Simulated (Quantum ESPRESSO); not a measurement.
# LiCl (Fm-3m): a volume series of phonon spectra, part 2 of 9

Aim: how the vibrations of LiCl shift with volume, and the expansion that follows.

Experimental results on record:
- volume expansion coefficient 131.4 1e-6/K and heat capacity C_P per formula unit 48.1 J/mol/K near room temperature (given in “High-Throughput Prediction of Finite-Temperature Properties using the Quasi-Harmonic Approximation”, 2016, arXiv:1603.06924)
- volume expansion coefficient 131.1 1e-6/K near room temperature (given in “Descriptors for thermal expansion in solids”, 2017, arXiv:1701.03966)

Quantum ESPRESSO 7.5; DFT PBE, scalar-relativistic, plane waves, GBRV ultrasoft pseudopotentials.

So far. Step 2 (A first coarse run): The start is under 0.39 GPa at this level and looks like an insulator or semiconductor on this mesh.

The database entry behind the starting cell differs from later determinations by our own check (0.1 to 0.3 % short, probably kX units), so it need not match the best structure at ambient conditions.

### 3. Finding the static equilibrium

The vibrations must be taken about the equilibrium of this functional, not about the starting cell, so the structure is relaxed.

Input file relax.in:

```
&CONTROL
  calculation   = 'vc-relax'
  prefix        = 'x'
  outdir        = './tmp'
  pseudo_dir    = './pseudo'
  tprnfor       = .true.
  tstress       = .true.
  forc_conv_thr = 2.0d-05
  etot_conv_thr = 1.0d-07
  nstep         = 40
/
&SYSTEM
  ibrav       = 0
  nat         = 2
  ntyp        = 2
  ecutwfc     = 45.0
  ecutrho     = 270.0
  occupations = 'fixed'
  nbnd        = 7
/
&ELECTRONS
  conv_thr         = 1.0d-11
  mixing_beta      = 0.7
  electron_maxstep = 100
/
&IONS
/
&CELL
  press_conv_thr = 0.1
/
ATOMIC_SPECIES
 Li      6.9400  Li.upf
 Cl     35.4500  Cl.upf
CELL_PARAMETERS angstrom
     0.000000000    2.564770000    2.564770000
     2.564770000    0.000000000    2.564770000
     2.564770000    2.564770000    0.000000000
ATOMIC_POSITIONS crystal
 Li     0.000000000   0.000000000   0.000000000
 Cl     0.500000000   0.500000000   0.500000000
K_POINTS automatic
 8 8 8 0 0 0
```

Run with:

```bash
$ OMP_NUM_THREADS=1 mpirun -n 4 pw.x -nk 4 -in relax.in > relax.out
```

What it wrote:

```text
[banner, memory and clock lines left out]
Program PWSCF v.7.5

     Message from routine setup:
     using ibrav=0 with symmetry is DISCOURAGED, use correct ibrav instead

     G-vector sticks info

     bravais-lattice index     =            0
     lattice parameter (alat)  =       6.8543  a.u.
     unit-cell volume          =     227.7046 (a.u.)^3
     number of atoms/cell      =            2
     number of atomic types    =            2
     number of electrons       =        10.00
     number of Kohn-Sham states=            7
     kinetic-energy cutoff     =      45.0000  Ry
     charge density cutoff     =     270.0000  Ry
     scf convergence threshold =      1.0E-11
     mixing beta               =       0.7000
     number of iterations used =            8  plain     mixing
     energy convergence thresh.=      1.0E-07
     force convergence thresh. =      2.0E-05
     press convergence thresh. =      1.0E-01
     Exchange-correlation=  SLA  PW   PBX  PBC
                           (   1   4   3   4   0   0   0)
     nstep                     =           40

     celldm(1)=   6.854287  celldm(2)=   0.000000  celldm(3)=   0.000000
     celldm(4)=   0.000000  celldm(5)=   0.000000  celldm(6)=   0.000000

     crystal axes: (cart. coord. in units of alat)
               a(1) = (   0.000000   0.707107   0.707107 )
               a(2) = (   0.707107   0.000000   0.707107 )
               a(3) = (   0.707107   0.707107   0.000000 )

     reciprocal axes: (cart. coord. in units 2 pi/alat)
               b(1) = ( -0.707107  0.707107  0.707107 )
               b(2) = (  0.707107 -0.707107  0.707107 )
               b(3) = (  0.707107  0.707107 -0.707107 )

     PseudoPot. # 1 for Li read from file:
     ./pseudo/Li.upf
     Pseudo is Ultrasoft, Zval =  3.0
     Using radial grid of  751 points,  5 beta functions with:
                l(1) =   0
                l(2) =   0
                l(3) =   0
                l(4) =   1
                l(5) =   1
     Q(r) pseudized with 10 coefficients,  rinner =    1.150   1.150   1.150

     PseudoPot. # 2 for Cl read from file:
     ./pseudo/Cl.upf
     Pseudo is Ultrasoft + core correction, Zval =  7.0
     Using radial grid of  909 points,  6 beta functions with:
                l(1) =   0
                l(2) =   0
                l(3) =   1
                l(4) =   1
                l(5) =   2
                l(6) =   2
     Q(r) pseudized with  8 coefficients,  rinner =    1.300   1.300   1.300
                                                       1.300   1.300

     atomic species   valence    mass     pseudopotential
     Li                3.00     6.94000     Li( 1.00)
     Cl                7.00    35.45000     Cl( 1.00)

     48 Sym. Ops., with inversion, found

   Cartesian axes

     site n.     atom                  positions (alat units)
         1        Li     tau(   1) = (   0.0000000   0.0000000   0.0000000  )
         2        Cl     tau(   2) = (   0.7071068   0.7071068   0.7071068  )

     number of k points=    29
                       cart. coord. in units 2pi/alat
        k(    1) = (   0.0000000   0.0000000   0.0000000), wk =   0.0039062
        k(    2) = (   0.0883883   0.0883883  -0.0883883), wk =   0.0312500
        k(    3) = (   0.1767767   0.1767767  -0.1767767), wk =   0.0312500
        k(    4) = (   0.2651650   0.2651650  -0.2651650), wk =   0.0312500
        k(    5) = (  -0.3535534  -0.3535534   0.3535534), wk =   0.0156250
        k(    6) = (   0.1767767   0.0000000   0.0000000), wk =   0.0234375
        k(    7) = (   0.2651650   0.0883883  -0.0883883), wk =   0.0937500
        k(    8) = (   0.3535534   0.1767767  -0.1767767), wk =   0.0937500
        k(    9) = (  -0.2651650  -0.4419417   0.4419417), wk =   0.0937500
        k(   10) = (  -0.1767767  -0.3535534   0.3535534), wk =   0.0937500
        k(   11) = (  -0.0883883  -0.2651650   0.2651650), wk =   0.0937500
        k(   12) = (   0.0000000  -0.1767767   0.1767767), wk =   0.0468750
        k(   13) = (   0.3535534   0.0000000   0.0000000), wk =   0.0234375
        k(   14) = (   0.4419417   0.0883883  -0.0883883), wk =   0.0937500
        k(   15) = (  -0.1767767  -0.5303301   0.5303301), wk =   0.0937500
        k(   16) = (  -0.0883883  -0.4419417   0.4419417), wk =   0.0937500
[...]
Dense  grid:    16889 G-vectors     FFT dimensions: (  36,  36,  36)

     Smooth grid:     9377 G-vectors     FFT dimensions: (  30,  30,  30)

     Initial potential from superposition of free atoms

     starting charge       9.5492, renormalised to      10.0000

     negative rho (up, down):  1.577E-02 0.000E+00
     Starting wfcs are    9 randomized atomic wfcs

     per-process dynamical memory:    20.8 Mb

     Self-consistent Calculation

     iteration #  1     ecut=    45.00 Ry     beta= 0.70
     Davidson diagonalization with overlap
     ethr =  1.00E-02,  avg # of iterations =  4.2

     Threshold (ethr) on eigenvalues was too large:
     Diagonalizing with lowered threshold

     Davidson diagonalization with overlap
     ethr =  1.65E-04,  avg # of iterations =  4.0

     negative rho (up, down):  1.481E-02 0.000E+00

     total energy              =     -48.03037934 Ry
     estimated scf accuracy    <       0.01769517 Ry

     iteration #  2     ecut=    45.00 Ry     beta= 0.70
     Davidson diagonalization with overlap
     ethr =  1.77E-04,  avg # of iterations =  2.0

     negative rho (up, down):  1.456E-02 0.000E+00

     total energy              =     -48.03115970 Ry
     estimated scf accuracy    <       0.00085284 Ry

     iteration #  3     ecut=    45.00 Ry     beta= 0.70
     Davidson diagonalization with overlap
     ethr =  8.53E-06,  avg # of iterations =  5.7

     negative rho (up, down):  1.456E-02 0.000E+00

     total energy              =     -48.03143960 Ry
     estimated scf accuracy    <       0.00001287 Ry

     iteration #  4     ecut=    45.00 Ry     beta= 0.70
     Davidson diagonalization with overlap
     ethr =  1.29E-07,  avg # of iterations =  7.8

     negative rho (up, down):  1.454E-02 0.000E+00

     total energy              =     -48.03146660 Ry
     estimated scf accuracy    <       0.00000141 Ry

     iteration #  5     ecut=    45.00 Ry     beta= 0.70
     Davidson diagonalization with overlap
     ethr =  1.41E-08,  avg # of iterations =  4.4

     negative rho (up, down):  1.452E-02 0.000E+00

     total energy              =     -48.03146747 Ry
     estimated scf accuracy    <       0.00000018 Ry

     iteration #  6     ecut=    45.00 Ry     beta= 0.70
     Davidson diagonalization with overlap
[...]
1.300   1.300

     atomic species   valence    mass     pseudopotential
     Li                3.00     6.94000     Li( 1.00)
     Cl                7.00    35.45000     Cl( 1.00)

     48 Sym. Ops., with inversion, found

   Cartesian axes

     site n.     atom                  positions (alat units)
         1        Li     tau(   1) = (   0.0000000  -0.0000000  -0.0000000  )
         2        Cl     tau(   2) = (   0.7097384   0.7097384   0.7097384  )

     number of k points=    29
                       cart. coord. in units 2pi/alat
[...]
k(   22) = (   0.3522425   0.1761212   0.0000000), wk =   0.0937500
        k(   23) = (  -0.2641818  -0.4403031   0.6164243), wk =   0.1875000
        k(   24) = (  -0.1761212  -0.3522425   0.5283637), wk =   0.0937500
        k(   25) = (  -0.1761212  -0.5283637   0.7044849), wk =   0.0937500
        k(   26) = (  -0.0880606  -0.4403031   0.6164243), wk =   0.1875000
        k(   27) = (   0.0000000  -0.3522425   0.5283637), wk =   0.0937500
        k(   28) = (  -0.7044849   0.1761212   0.0000000), wk =   0.0468750
        k(   29) = (  -0.7044849   0.3522425   0.0000000), wk =   0.0234375

     Dense  grid:    17153 G-vectors     FFT dimensions: (  36,  36,  36)

     Smooth grid:     9377 G-vectors     FFT dimensions: (  30,  30,  30)

     Initial potential from superposition of free atoms

     starting charge       9.5492, renormalised to      10.0000

[...]
Starting wfcs are    9 randomized atomic wfcs

     per-process dynamical memory:    35.1 Mb

     Self-consistent Calculation

[...]
c_bands:  1 eigenvalues not converged
     c_bands:  1 eigenvalues not converged
     c_bands:  1 eigenvalues not converged
     c_bands:  1 eigenvalues not converged
     c_bands:  1 eigenvalues not converged
[...]
total energy              =     -48.03148456 Ry
[...]
iteration #  4     ecut=    45.00 Ry     beta= 0.70
     Davidson diagonalization with overlap
     ethr =  1.39E-07,  avg # of iterations =  4.9

[...]
total energy              =     -48.03149976 Ry
     estimated scf accuracy    <       0.00000260 Ry

     iteration #  5     ecut=    45.00 Ry     beta= 0.70
     Davidson diagonalization with overlap
     ethr =  2.60E-08,  avg # of iterations =  3.4

[...]
total energy              =     -48.03150072 Ry
     estimated scf accuracy    <       0.00000041 Ry

     iteration #  6     ecut=    45.00 Ry     beta= 0.70
     Davidson diagonalization with overlap
     ethr =  4.15E-09,  avg # of iterations =  3.8

     negative rho (up, down):  1.454E-02 0.000E+00

     total energy              =     -48.03150088 Ry
     estimated scf accuracy    <       0.00000007 Ry

     iteration #  7     ecut=    45.00 Ry     beta= 0.70
     Davidson diagonalization with overlap
     ethr =  7.36E-10,  avg # of iterations =  2.7

     negative rho (up, down):  1.454E-02 0.000E+00

     total energy              =     -48.03150090 Ry
     estimated scf accuracy    <          5.5E-10 Ry

     iteration #  8     ecut=    45.00 Ry     beta= 0.70
     Davidson diagonalization with overlap
     ethr =  5.52E-12,  avg # of iterations =  8.0

     negative rho (up, down):  1.454E-02 0.000E+00

     total energy              =     -48.03150090 Ry
     estimated scf accuracy    <          1.1E-10 Ry

     iteration #  9     ecut=    45.00 Ry     beta= 0.70
     Davidson diagonalization with overlap
     ethr =  1.10E-12,  avg # of iterations =  2.5

     negative rho (up, down):  1.454E-02 0.000E+00

     total energy              =     -48.03150090 Ry
     estimated scf accuracy    <          1.3E-12 Ry

     iteration # 10     ecut=    45.00 Ry     beta= 0.70
     Davidson diagonalization with overlap
     ethr =  1.00E-13,  avg # of iterations =  3.4

     negative rho (up, down):  1.454E-02 0.000E+00

     total energy              =     -48.03150090 Ry
     estimated scf accuracy    <          1.8E-13 Ry

     iteration # 11     ecut=    45.00 Ry     beta= 0.70
     Davidson diagonalization with overlap
     ethr =  1.00E-13,  avg # of iterations =  1.0

     negative rho (up, down):  1.454E-02 0.000E+00

     End of self-consistent calculation

          k = 0.0000 0.0000 0.0000 (  1211 PWs)   bands (ev):

[...]
k = 0.0881 0.0881-0.0881 (  1197 PWs)   bands (ev):

[...]
k = 0.1761 0.1761-0.1761 (  1179 PWs)   bands (ev):

[...]
k = 0.2642 0.2642-0.2642 (  1167 PWs)   bands (ev):

[...]
k = 0.1761 0.0000 0.0000 (  1187 PWs)   bands (ev):

[...]
k = 0.2642 0.0881-0.0881 (  1179 PWs)   bands (ev):

[...]
k = 0.3522 0.1761-0.1761 (  1174 PWs)   bands (ev):

[...]
k = 0.3522 0.0000 0.0000 (  1174 PWs)   bands (ev):

[...]
k = 0.4403 0.0881-0.0881 (  1173 PWs)   bands (ev):

[...]
k =-0.0881-0.4403 0.4403 (  1169 PWs)   bands (ev):

[...]
k =-0.0000-0.3522 0.3522 (  1171 PWs)   bands (ev):

[...]
k = 0.5284-0.0000 0.0000 (  1182 PWs)   bands (ev):

[...]
k =-0.0881-0.6164 0.6164 (  1170 PWs)   bands (ev):

[...]
k =-0.0000-0.5284 0.5284 (  1154 PWs)   bands (ev):

[...]
k =-0.7045 0.0000 0.0000 (  1162 PWs)   bands (ev):

[...]
k = 0.3522 0.1761 0.0000 (  1179 PWs)   bands (ev):

   -41.9177 -11.3690  -0.1839   0.7325   1.2479   9.9521  11.1689

          k =-0.2642-0.4403 0.6164 (  1172 PWs)   bands (ev):

   -41.9169 -11.1945  -0.6977   0.3930   1.0957   9.9169  10.8796

          k =-0.1761-0.3522 0.5284 (  1176 PWs)   bands (ev):

   -41.9166 -11.1184  -0.9233   0.2988   1.0090   9.7436  10.8230

          k =-0.1761-0.5284 0.7045 (  1183 PWs)   bands (ev):

   -41.9167 -11.1130  -0.7989   0.3249   0.7339  10.1088  10.7127

          k =-0.0881-0.4403 0.6164 (  1173 PWs)   bands (ev):

   -41.9164 -11.0350  -0.7840  -0.1298   0.6941  10.1752  11.3602

          k = 0.0000-0.3522 0.5284 (  1176 PWs)   bands (ev):

   -41.9165 -11.0703  -0.5625  -0.3189   0.8641  10.2857  11.3569

          k =-0.7045 0.1761 0.0000 (  1172 PWs)   bands (ev):

   -41.9162 -10.9969  -1.0579   0.1678   0.5155   9.8618  10.4834

          k =-0.7045 0.3522 0.0000 (  1176 PWs)   bands (ev):

   -41.9162 -11.0010  -0.5026  -0.5026   0.5345  11.0203  11.6516

     highest occupied, lowest unoccupied level (ev):     1.5752    7.8395

!    total energy              =     -48.03150090 Ry
     estimated scf accuracy    <          5.0E-14 Ry

     The total energy is the sum of the following terms:
     one-electron contribution =     -10.79017325 Ry
     hartree contribution      =       7.72827208 Ry
     xc contribution           =     -12.93396311 Ry
     ewald contribution        =     -32.03563662 Ry

     convergence has been achieved in  11 iterations

     negative rho (up, down):  1.454E-02 0.000E+00

     Forces acting on atoms (cartesian axes, Ry/au):

     atom    1 type  1   force =     0.00000000   -0.00000000   -0.00000000
     atom    2 type  2   force =    -0.00000000    0.00000000   -0.00000000

     Total force =     0.000000     Total SCF correction =     0.000000

     Computing stress (Cartesian axis) and pressure

     negative rho (up, down):  1.454E-02 0.000E+00
          total   stress  (Ry/bohr**3)                   (kbar)     P=        0.01
   0.00000003  -0.00000000  -0.00000000            0.01       -0.00       -0.00
  -0.00000000   0.00000003  -0.00000000           -0.00        0.01       -0.00
  -0.00000000  -0.00000000   0.00000003           -0.00       -0.00        0.01

     XML data file, charge density, pseudopotentials, collected wavefunctions
```

Wall time 13 s (4 MPI ranks of Arm Neoverse V1, shared host); 52 s of CPU time.

Relaxation path:

```csv
step,energy less that of the first step (eV),largest force (eV/Å),volume (Å³)
1,0.0000,0.0000,33.74
2,-0.0001,0.0000,33.80
3,-0.0002,0.0000,33.87
4,-0.0004,0.0000,33.98
5,-0.0004,0.0000,34.12
6,-0.0004,0.0000,34.12
7,-0.0005,0.0000,34.12
```

```csv
"conventional cell, symmetrised",before,after,change
a (Å),5.130,5.149,+0.4 %
b (Å),5.130,5.149,+0.4 %
c (Å),5.130,5.149,+0.4 %
volume (Å³/atom),16.87,17.06,+1.1 %
```

Final coordinates:

```
Li Cl
1.0
     0.00000    2.57432    2.57432
     2.57432    0.00000    2.57432
     2.57432    2.57432    0.00000
Li Cl
1 1
Direct
  0.00000 0.00000 0.00000
  0.50000 0.50000 0.50000
```

Numbers from this step:

| Item | Value |
| --- | --- |
| volume per atom | 17.06 Å³ |
| pressure | 0.001 GPa |
| gap on the k-mesh | 6.264 eV |

After the last step pw.x solved the final cell once more on a basis chosen for it, which moves the energy without moving the atoms.

(Continued in part 3 of 9.)

[Logs are printed without paths, hosts, clocks, repeated set-up lines and the standing remarks that a program may print on its own settings, such as how far it seeks lower states.]

[Hosts, paths, dates, database ids (printed as entryN), source tags and the programs' standing remarks are cut or masked in the printed files.]

[A step with changed settings may run another functional than the one named; its input shows which.]

[Of the runs on displaced cells, only some may be shown.]
